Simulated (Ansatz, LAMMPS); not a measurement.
**Amorphous 64SiO2-25Y2O3-11Al2O3 (mol %) (164 atoms): a single point**

What does DFT give for amorphous 64SiO2-25Y2O3-11Al2O3 (mol %) (164 atoms) as built?

Calculated with Ansatz 0.2.0; Kohn-Sham DFT, LDA, PAW (set soft_2), plane waves.

## Step 1: Starting point

The cell holds 164 atoms: 28 Si, 22 Y, 10 Al and 104 O. Cell: a = 13.264 Å, b = 13.264 Å, c = 13.264 Å, α = 90.0°, β = 90.0°, γ = 90.0°. 164 atoms (28 Si, 22 Er, 10 Al, 104 O) placed at random at 4.5 g/cm³, melted at 5000 K for 10 ps at fixed volume with the Morse and Coulomb pair potential with partial charges (Pedone, Malavasi, Menziani, Cormack and Segre, J. Phys. Chem. B 110, 11780 (2006)). Quenched from 5000 K to 300 K at 10 K/ps and fixed volume, held 10 ps at zero pressure, then minimised at fixed cell. Then Er was replaced by Y and the cell scaled by 1.01 (the potential has no terms for the new elements, so the cell is a start for a DFT relaxation).

Limits known from the start: The quench rate of 10 K/ps is orders of magnitude faster than experiment, which tends to freeze in extra defects. The starting topology of bonds comes from the classical model, and needn't be the one that DFT or experiment would give. The Brillouin zone is sampled at Γ only, in a cell whose shortest periodic width is 13 Å.

## Step 2: How the cell was made

A classical potential supplies the starting structure, since it reaches far longer times than DFT.

This step: classical MD, Morse and Coulomb pair potential with partial charges (Pedone, Malavasi, Menziani, Cormack and Segre, J. Phys. Chem. B 110, 11780 (2006)) (LAMMPS 22 Jul 2025 - Update 4).

Contents of in.lmp:

```
# melt-quench of Si28Er22Al10O104
units metal
atom_style charge
boundary p p p
region box block 0 13.3129 0 13.3129 0 13.3129
create_box 4 box
mass 1 28.0850   # Si
mass 2 167.2590   # Er
mass 3 26.9815   # Al
mass 4 15.9990   # O
create_atoms 1 random 28 422297 NULL overlap 1.5 maxtry 2000
create_atoms 2 random 22 422304 NULL overlap 1.5 maxtry 2000
create_atoms 3 random 10 422311 NULL overlap 1.5 maxtry 2000
create_atoms 4 random 104 422318 NULL overlap 1.5 maxtry 2000
pair_style hybrid/overlay pedone 5.5 coul/long 8.0
pair_coeff * * coul/long
pair_coeff 1 4 pedone 0.340554 2.006700 2.100000 1   # Si-O
pair_coeff 2 4 pedone 0.040448 2.294078 2.837722 3   # Er-O
pair_coeff 3 4 pedone 0.361581 1.900442 2.164818 0.9   # Al-O
pair_coeff 4 4 pedone 0.042395 1.379316 3.618701 22   # O-O
set type 1 charge 2.4
set type 2 charge 1.8
set type 3 charge 1.8
set type 4 charge -1.2
kspace_style pppm 1.0e-4
neigh_modify delay 0 every 1 check yes
thermo_style custom step time temp pe press density
thermo_modify norm yes
timestep 0.002
thermo 100
min_style cg
minimize 1e-4 1e-4 200 2000
reset_timestep 0
velocity all create 5000 422298 mom yes dist gaussian
# [... 14 lines left out ...]
thermo 1666
fix md all npt temp 300 300 0.2 iso 0 0 2
run 5000 post no
unfix md
thermo 100
min_style cg
minimize 0 1e-3 2000 20000
write_dump all custom glass.dump id type xs ys zs modify sort id
```

Command:

```console
> lmp -in in.lmp -log none -nocite
```

Log:

```text
LAMMPS (22 Jul 2025 - Update 4)
Created orthogonal box = (0 0 0) to (13.3129 13.3129 13.3129)
Created 28 atoms
Created 22 atoms
Created 10 atoms
Created 104 atoms
PPPM initialization ...
  G vector (1/distance) = 0.38455075
  grid = 15 15 15
  estimated relative force accuracy = 5.1709142e-05
   Step          Time           Temp          PotEng         Press         Density
         0   0              0             -3.7964293      609466.98      4.5039826
       100   0.2            0             -14.579112     -18438.77       4.5039826
Loop time of 0.263666 s on 1 MPI rank(s) for 100 steps with 164 atoms
Minimization stats:
  Stopping criterion = energy tolerance
[... 37 lines left out ...]
    244902   489.804        306.44391     -14.724145     -1825.0802      4.7023426
    246000   492            295.38714     -14.725356     -3148.7125      4.6919233
Loop time of 12.4172 s on 1 MPI rank(s) for 5000 steps with 164 atoms
   Step          Time           Temp          PotEng         Press         Density
    246000   492            295.38714     -14.725356     -3148.6865      4.6919233
    246026   492.052        295.38714     -14.768036     -4163.0874      4.6919233
Loop time of 0.170981 s on 1 MPI rank(s) for 26 steps with 164 atoms
Minimization stats:
  Stopping criterion = linesearch alpha is zero
  Energy initial, next-to-last, final =
     -14.7253562809315  -14.7680362974117  -14.7680362974117
  Force two-norm initial, final = 17.290894 0.30624211
  Iterations, force evaluations = 26 81
```

Run time: 7.2 min. Hardware: 1 thread of AMD EPYC 7571, shared host; peak memory 0.071 GiB.

## Step 3: Plane-wave single point

The electrons are solved once, with the atoms held.

Contents of input.yaml:

```yaml
crystal:
  lattice:
    - [13.26404, 0.0, 0.0]
    - [0.0, 13.26404, 0.0]
    - [0.0, 0.0, 13.26404]
  atoms:
    - { symbol: Si, position: [0.81293, 0.76861, 0.39811] }
    - { symbol: Si, position: [0.48815, 0.47954, 0.15416] }
    - { symbol: Si, position: [0.01221, 0.07574, 0.04432] }
    - { symbol: Si, position: [0.74492, 0.5735, 0.52751] }
    - { symbol: Si, position: [0.19523, 0.75217, 0.22323] }
    - { symbol: Si, position: [0.29007, 0.2296, 0.70986] }
    - { symbol: Si, position: [0.62802, 0.03815, 0.20912] }
    - { symbol: Si, position: [0.73035, 0.52152, 0.13257] }
    - { symbol: Si, position: [0.34317, 0.23918, 0.4235] }
    - { symbol: Si, position: [0.40845, 0.91437, 0.49089] }
    - { symbol: Si, position: [0.30502, 0.59735, 0.48611] }
    - { symbol: Si, position: [0.08904, 0.09473, 0.68852] }
    - { symbol: Si, position: [0.36689, 0.13906, 0.91469] }
    - { symbol: Si, position: [0.45498, 0.0696, 0.6428] }
    - { symbol: Si, position: [0.65755, 0.68701, 0.26164] }
    - { symbol: Si, position: [0.22218, 0.45479, 0.66447] }
    - { symbol: Si, position: [0.56926, 0.40468, 0.84025] }
    - { symbol: Si, position: [0.0528, 0.31127, 0.99558] }
    - { symbol: Si, position: [0.4177, 0.66811, 0.02037] }
    - { symbol: Si, position: [0.43864, 0.76609, 0.69223] }
    - { symbol: Si, position: [0.87623, 0.19109, 0.73658] }
    - { symbol: Si, position: [0.8026, 0.195, 0.50916] }
    - { symbol: Si, position: [0.31794, 0.45634, 0.30771] }
    - { symbol: Si, position: [0.82189, 0.96875, 0.76074] }
    - { symbol: Si, position: [0.77528, 0.11502, 0.04445] }
    - { symbol: Si, position: [0.03353, 0.71561, 0.61543] }
    - { symbol: Si, position: [0.16766, 0.33201, 0.20082] }
    - { symbol: Si, position: [0.66392, 0.80608, 0.69677] }
    - { symbol: "Y", position: [0.95419, 0.59947, 0.98311] }
    - { symbol: "Y", position: [0.96293, 0.9597, 0.51674] }
    - { symbol: "Y", position: [0.63274, 0.13741, 0.82235] }
    - { symbol: "Y", position: [0.78176, 0.38361, 0.33199] }
    [... 126 atom lines left out ...]
    - { symbol: O, position: [0.61685, 0.33984, 0.33073] }
    - { symbol: O, position: [0.72167, 0.90544, 0.73676] }
    - { symbol: O, position: [0.90252, 0.74333, 0.31953] }
    - { symbol: O, position: [0.85281, 0.26568, 0.42522] }
    - { symbol: O, position: [0.48079, 0.11694, 0.88715] }
    - { symbol: O, position: [0.65197, 0.80775, 0.57761] }
kpoints:
  mp_grid: { grid: [1, 1, 1] }
hamiltonian:
  xc: lda
scf:
  occupations: { method: fermi_dirac, width: 0.05 }
output:
  forces: true
  stress: true
  populations: true
  dos:
    method: { smearing: { sigma: 0.15 } }
    de: 0.1
    projected: { site_lists: { Al: [Al], O: [O], Si: [Si], "Y": ["Y"] } }
  eigenvalues: true
  write_density: true
  write_potential: true
  volumetric_format: npy
```

Command:

```console
> ansatz run input.yaml --threads 8 --pin off --max-ram 15872MiB --backend cpu --events-out ev --progress --plain --runs-dir out
```

Log:

```text
Engine: ansatz 0.2.0, x86_64-unknown-linux-gnu
Pseudopotentials: kind: paw
Pseudopotential: Si, paw, valence charge 4, recommended cutoff 420 eV (normal), Si.paw.azcp
Pseudopotential: Y, paw, valence charge 11, recommended cutoff 420 eV (normal), Y.paw.azcp
Pseudopotential: Al, paw, valence charge 3, recommended cutoff 420 eV (normal), Al.paw.azcp
Pseudopotential: O, paw, valence charge 6, recommended cutoff 420 eV (normal), O.paw.azcp
[... 3 lines on functional and potentials left out ...]
Crystal: 164 atoms, lattice volume = 2333.606 Å³
Basis set: ecut = 420 eV, 45769 PW (Γ)
Bands: 668, of which v1, the nominal top of the filled ones, is band 504 counted from 1 (503 counted from 0)
Symmetry: 1 space group operations
Space group: P1 (ITA 1), of the structure as read, at distance tolerance 1.3e-4 Å
k-points: 1
[... 13 lines on functional and potentials left out ...]
Initial density: superposition of atomic densities (neutral atoms: chi_scale 0, normalization atom), corrected by the library's trained network
Initial wavefunctions: pseudopotential atomic-orbital guess
Functional: x = slater, c = lda
SCF iter   1: F=—  HF=-162558.246437 eV  |F-HF|=—  |Δ(HF+E_count)|=         —  Δρ=1.43e-2  dr2=4.56e0  ethr=1.77e-3  ⟨swp⟩=7.0  Hψ=3233  notcnv=0  defer=45
preconditioner: auto → Resta (q_TF=auto, 2.372 Å⁻¹)  ε∞=3.5  [insulator: Δε(μ)=2.994 eV  Ē_g=15.021 eV  σ=0.050 eV  W_gap=1.00  n_scr=514 (ndim 8)  ℏωp=23.9 eV  f_vac=0.119  D(μ)=0.00/eV (n_scr^D=0)  ε∞_Penn≈3.5]
SCF iter   2: F=—  HF=-162557.065744 eV  |F-HF|=—  |Δ(HF+E_count)|=    1.18e0  Δρ=4.80e-3  dr2=2.40e-1  ethr=4.53e-4  ⟨swp⟩=2.0  Hψ=1105  notcnv=0  defer=160
SCF iter   3: F=—  HF=-162557.006226 eV  |F-HF|=—  |Δ(HF+E_count)|=   5.95e-2  Δρ=1.94e-3  dr2=6.00e-2  ethr=2.38e-5  ⟨swp⟩=2.0  Hψ=852  notcnv=0  defer=160
SCF iter   4: F=—  HF=-162556.995382 eV  |F-HF|=—  |Δ(HF+E_count)|=   1.08e-2  Δρ=1.16e-3  dr2=2.86e-2  ethr=5.96e-6  ⟨swp⟩=2.0  Hψ=841  notcnv=0  defer=160
SCF iter   5: F=—  HF=-162556.988938 eV  |F-HF|=—  |Δ(HF+E_count)|=   6.44e-3  Δρ=2.01e-4  dr2=1.25e-3  ethr=2.84e-6  ⟨swp⟩=2.0  Hψ=825  notcnv=0  defer=160
SCF iter   6: F=—  HF=-162556.988939 eV  |F-HF|=—  |Δ(HF+E_count)|=   8.02e-7  Δρ=1.16e-4  dr2=3.53e-4  ethr=1.24e-7  ⟨swp⟩=2.0  Hψ=923  notcnv=0  defer=160
SCF iter   7: F=—  HF=-162556.988956 eV  |F-HF|=—  |Δ(HF+E_count)|=   1.65e-5  Δρ=3.95e-5  dr2=3.94e-5  ethr=3.50e-8  ⟨swp⟩=2.0  Hψ=841  notcnv=0  defer=160
SCF iter   8: F=—  HF=-162556.990048 eV  |F-HF|=—  |Δ(HF+E_count)|=   1.09e-3  Δρ=1.76e-5  dr2=7.59e-6  ethr=3.91e-9  ⟨swp⟩=2.0  Hψ=1001  notcnv=0  defer=160
SCF iter   9: F=—  HF=-162556.990049 eV  |F-HF|=—  |Δ(HF+E_count)|=   1.39e-6  Δρ=7.16e-6  dr2=1.24e-6  ethr=7.53e-10  ⟨swp⟩=2.0  Hψ=834  notcnv=0  defer=160
SCF iter  10: F=—  HF=-162556.990049 eV  |F-HF|=—  |Δ(HF+E_count)|=   2.90e-7  Δρ=4.99e-6  dr2=5.41e-7  ethr=1.23e-10  ⟨swp⟩=2.0  Hψ=921  notcnv=0  defer=160
SCF iter  11: F=-162556.990049 eV  HF=-162556.990049 eV  |F-HF|=6.98e-10  |Δ(HF+E_count)|=   3.14e-8  Δρ=1.46e-6  dr2=5.87e-8  ethr=9.92e-12  ⟨swp⟩=15.0  Hψ=5784  notcnv=0
SCF 1 converged in 11 iterations: F = -162556.990049 eV  dr2 = 5.87e-8
  greatest PAW one-centre occupation: 0.993 electrons in one spin orbital (limit 2), on the Y atom at site 39 (counted from 0), in its partial waves of l = 0
SCF converged after 11 iterations
Free energy (F): -162556.990049 eV
Harris-Foulkes:  -162556.990049 eV  (|F-HF|=6.98e-10)
Internal energy: -162556.990049 eV  (E = F + TS)
E sigma→0 (E₀):  -162556.990049 eV
Fermi energy:    6.205863 eV
--- Per-component energies (eV) ---
  E_band       = -5595.754243
  E_kinetic    = 26520.652542
  E_local      = -66182.001133  (includes V_loc(G=0)·N_el)
  E_nonlocal   = 7182.906160
  E_hartree    = 23948.512576
  E_xc         = -13296.285664
  E_vxc        = -15745.114575  (∫ρ·V_xc dr)
  E_paw        = -93351.084308  (= ΣΔE_a)
  E_vpaw       = -5269.472596  (= ΣTr[D̂ρ^β])
  E_aug_tail   = 0.267463  (compensation charges beyond the density's cutoff)
  E_ewald      = -47400.206833
  E_core_change = 20.249148  (= ΣΔE_core)
  E_smearing   = -0.000000  (= −TS)
  E_closure    = 0.000000  (closes the sum)
  Σ components = -162556.990049   (vs F -162556.990049, Δ=0.00e0)
--- Forces (eV/Å), atoms counted from 1 ---
  atom   1  Si    -0.91660622    -1.68813448    -0.94708190
  atom   2  Si    -0.39550171     0.49032835    -0.76381706
  atom   3  Si    -0.99495059     1.38200628     0.87505108
  atom   4  Si    -0.41021360     0.63194184     0.04804440
  atom   5  Si    -0.62965936     0.44194113    -0.19730170
  atom   6  Si     0.55094089    -1.19927555     0.92799908
  atom   7  Si     0.25741590     0.53583030     0.22628181
  atom   8  Si    -1.06047261     0.70357312     0.96169546
  atom   9  Si     0.06404728     0.80329177    -0.79305239
  atom  10  Si     0.51762481    -0.47451407     1.17379322
  atom  11  Si     0.87835080    -0.65226102    -0.58004002
  atom  12  Si    -0.03412737     0.65505832    -0.23399756
  atom  13  Si     0.39145112     0.33274409    -1.57586331
  atom  14  Si    -1.30847383    -0.35374353     0.20973604
[...]
atom 163  O      1.63148760    -0.22014601    -0.43545896
  atom 164  O     -0.27116037    -0.45265221    -0.63819290
  max |Σ_I F_I| component: 2.19e-4 eV/Å
--- Stress (GPa, compression-positive) ---
       -7.006008       0.110199       0.155305
        0.110199      -6.970642       1.137699
        0.155305       1.137699      -5.480732
  P = ⅓ Tr σ = -6.4858 GPa (-64.858 kbar)
--- Band table (eV) ---
  k-point 0: bands = ["-36.7728", "-36.7041", "-36.6863", "-36.6690", [... 652 levels ...], "13.0761", "13.1052", "13.1370", "13.1486", "13.1706", "13.2097", "13.2261", "13.2395", "13.2789", "13.3020", "13.3371", "13.3573"]
--- Löwdin populations: 164 sites ---
  site symbol       q [e]
     0     Si      2.3122
     1     Si      2.2841
     2     Si      2.3083
[...]
163      O      6.7841
  spilling = 0.008974 (of n_electrons = 1008.000000)
```

The job ended after 2 min (8 threads of AMD EPYC 7571, shared host; peak memory 3.8 GiB).

Numbers from this run:

- free energy: -162556.9900 eV
- free energy per atom: -991.2012 eV/atom
- SCF cycles: 11
- pressure: -6.486 GPa
- r.m.s. force component: 0.6863 eV/Å
- longest force: 2.988 eV/Å
- Fermi energy: 6.206 eV
- gap (highest filled to lowest empty level): 3.165 eV
- spilling of the projection: 0.008974

Neighbours are counted within 2.08 Å (O-Si), 3.00 Å (O-Y), 2.27 Å (O-Al).

Length of the force by element and coordination:

| element | coordination | atoms | mean length of the force (eV/Å) | spread | least | most |
| --- | --- | --- | --- | --- | --- | --- |
| Al | all | 10 | 0.752 | 0.257 | 0.308 | 1.25 |
| Al | 4 | 9 | 0.765 | 0.268 | 0.308 | 1.25 |
| Al | 5 | 1 | 0.631 | 0 | 0.631 | 0.631 |
| O | all | 104 | 0.978 | 0.539 | 0.144 | 2.85 |
| O | 2 | 38 | 1.01 | 0.667 | 0.313 | 2.85 |
| O | 3 | 59 | 0.971 | 0.452 | 0.144 | 2.11 |
| O | 4 | 7 | 0.860 | 0.402 | 0.227 | 1.42 |
| Si | all | 28 | 1.33 | 0.547 | 0.484 | 2.99 |
| Y | all | 22 | 1.22 | 0.472 | 0.457 | 2.64 |
| Y | 4 | 1 | 0.741 | 0 | 0.741 | 0.741 |
| Y | 5 | 8 | 1.48 | 0.533 | 0.951 | 2.64 |
| Y | 6 | 7 | 1.09 | 0.413 | 0.457 | 1.69 |
| Y | 7 | 6 | 1.11 | 0.287 | 0.721 | 1.49 |

Löwdin charges by element and coordination (they lack the spilled electrons, 0.055 e an atom on average):

| element | coordination | atoms | mean charge (e) | spread | least | most |
| --- | --- | --- | --- | --- | --- | --- |
| Al | all | 10 | 1.27 | 0.0463 | 1.18 | 1.33 |
| Al | 4 | 9 | 1.27 | 0.0426 | 1.18 | 1.33 |
| Al | 5 | 1 | 1.20 | 0 | 1.20 | 1.20 |
| O | all | 104 | -0.757 | 0.0299 | -0.834 | -0.663 |
| O | 2 | 38 | -0.773 | 0.019 | -0.823 | -0.738 |
| O | 3 | 59 | -0.750 | 0.0309 | -0.834 | -0.688 |
| O | 4 | 7 | -0.737 | 0.0327 | -0.766 | -0.663 |
| Si | all | 28 | 1.68 | 0.0273 | 1.60 | 1.73 |
| Y | all | 22 | 1.28 | 0.0371 | 1.21 | 1.35 |
| Y | 4 | 1 | 1.34 | 0 | 1.34 | 1.34 |
| Y | 5 | 8 | 1.30 | 0.0323 | 1.25 | 1.35 |
| Y | 6 | 7 | 1.26 | 0.0292 | 1.21 | 1.30 |
| Y | 7 | 6 | 1.27 | 0.0284 | 1.23 | 1.31 |

States in the cell by windows of 1 eV, zero at the Fermi level; the larger projections on atomic orbitals stand beside the total:

| from (eV) | to (eV) | total | O p | Y d |
| --- | --- | --- | --- | --- |
| -10 | -9 | 15.6 | 10.7 | 0.2 |
| -9 | -8 | 26.1 | 18.9 | 0.4 |
| -8 | -7 | 40.0 | 29.6 | 1.2 |
| -7 | -6 | 65.6 | 50.1 | 3.2 |
| -6 | -5 | 98.7 | 80.3 | 5.0 |
| -5 | -4 | 121.3 | 105.6 | 6.8 |
| -4 | -3 | 132.6 | 120.2 | 5.9 |
| -3 | -2 | 89.8 | 83.8 | 2.8 |
| -2 | -1 | 19.1 | 18.0 | 0.5 |
| -1 | 1 | 0.0 | 0.0 | 0.0 |
| 1 | 2 | 4.1 | 0.3 | 2.1 |
| 2 | 3 | 31.8 | 2.8 | 22.9 |
| 3 | 4 | 71.5 | 6.5 | 49.4 |
| 4 | 5 | 80.8 | 7.6 | 50.4 |

Between -26 and -10 eV lie 355 more states.

The stored curve holds about 964 of the 1008 electrons; the rest, give or take the few that broadening carries across the Fermi level, lie in deeper levels below its range.

The levels nearest the highest filled one (over half full), pooled over k-points and spins:

| level less the highest filled one (eV) | occupation |
| --- | --- |
| -0.217 | 2 |
| -0.207 | 2 |
| -0.147 | 2 |
| -0.132 | 2 |
| -0.0572 | 2 |
| 0 | 2 |
| 3.16 | 0 |
| 3.47 | 0 |
| 3.72 | 0 |
| 3.88 | 0 |
| 4.05 | 0 |
| 4.10 | 0 |

Valence density in the bc plane at fractional x = 0.026, with atoms of Si and Y and Al and O within 0.2 Å of it. It is the smooth field of the valence electrons, not physical close to the nuclei.

Ten steps, logarithmic in the rise over the least value, from '0' (0.0 e/Å³) to '9' (6.6 e/Å³), each cell a mean:
```
7643346764323332101234542112211001357
5421112222234331101233321122322333345
2100000000123331001122110112235777532
0000000000012211000000000001136888741
1011333210000000000000000000135787631
2124677420000000000000000111112444322
2235687520000001110000001233211011112
1224554310000012321100012343321000111
1234332100000013332111223322332210001
2456642100111124554224565423566532112
4467642113454346776447998544689853444
4345432235897546776446887423578754565
3112222235898533443223443211234322344
2112355434565321111111111000001112343
4224688743222211121112321100000125776
4324799753223321111246764222111135786
3113455432244432111368886332211234555
2222221111234321001257765322123555332
4554310001112110001234432111135776423
7997410000001000002467742100124565324
6887421000011110012589963100012222123
4555333321122221012478752100000100012
4432456764333331101234331000000000123
6543468986433432100124432100000001246
```
Columns run along b (13.3 Å), rows up along c (13.3 Å). Atoms in or near the plane, at fractional coordinates: Si at (0.08, 0.04), Si at (0.72, 0.62), Y at (0.87, 0.84), Al at (0.06, 0.29), O at (0.62, 0.54), O at (0.58, 0.14), O at (0.16, 0.36).

Electrostatic potential energy in the bc plane at fractional x = 0.026, with atoms of Si and Y and Al and O within 0.2 Å of it. With pseudopotentials it is smooth inside the atoms' cores, unlike the true potential.

Values in eV, 13 rows by 16 columns, each cell a mean:
```
 -4   3   5   0 -13 -18   6   9   5  -5   0   9  10   6   5  -2
 10  11  11  11  10   9  10  10   9   7   8   9   3 -27 -31   0
  9   9   5  11  12  12  11  11  11  10  11  10   3 -25 -29   0
  6  -4 -16   8  11  12  12  11  11  11  10   8   8   6   6   9
  5  -1   5  10  11  11   8   6   9  10  -4 -32  -9   9  10   8
  2 -12   6  10  10   8 -10 -29  -3 -11 -21 -23 -17 -16   3  -5
  0   7   6   5 -19 -15  -5 -21  -1  -2  -2  10   4  -2   0 -14
  7   7  -8   1  -3   2   8   8   7   5   7  10  10   9   6   1
 -5  -7 -23  -4  -9  -3  10  10  -4 -30 -15   8  10   8   0 -13
 -7  -7   6   9   7   8  11   9  -3 -28 -13   7   5 -11  -9   2
-19 -10  10  11  11  11  11  11   4 -11   7   9   4 -15 -13   5
-11 -18   5  10   8   8  10  11   0 -22   8  10  10   7   7   8
-19 -38 -18 -21 -16 -21   5   9   6  -1   2   9  11  11  10   6
```
Columns run along b (13.3 Å; values clipped at the 3rd and 97th percentile), rows up along c (13.3 Å). Atoms in or near the plane, at fractional coordinates: Si at (0.08, 0.04), Si at (0.72, 0.62), Y at (0.87, 0.84), Al at (0.06, 0.29), O at (0.62, 0.54), O at (0.58, 0.14), O at (0.16, 0.36).

Mean Löwdin charges: Al +1.27, O -0.76, Si +1.68, Y +1.28 e (they miss 0.90 % of the electrons, so they add up to more than the cell's charge). The largest share in the top eV of filled states is O p (95 % of the projected weight), and in the lowest eV of empty states Y d (70 % of the projected weight).

[end of part 1 of 2]

[Logs are printed without paths, hosts, clocks, repeated set-up lines and the standing remarks that a program may print on its own settings, such as how far it seeks lower states.]

[Hosts, paths, dates, database ids (printed as entryN), source tags and the programs' standing remarks are cut or masked in the printed files.]
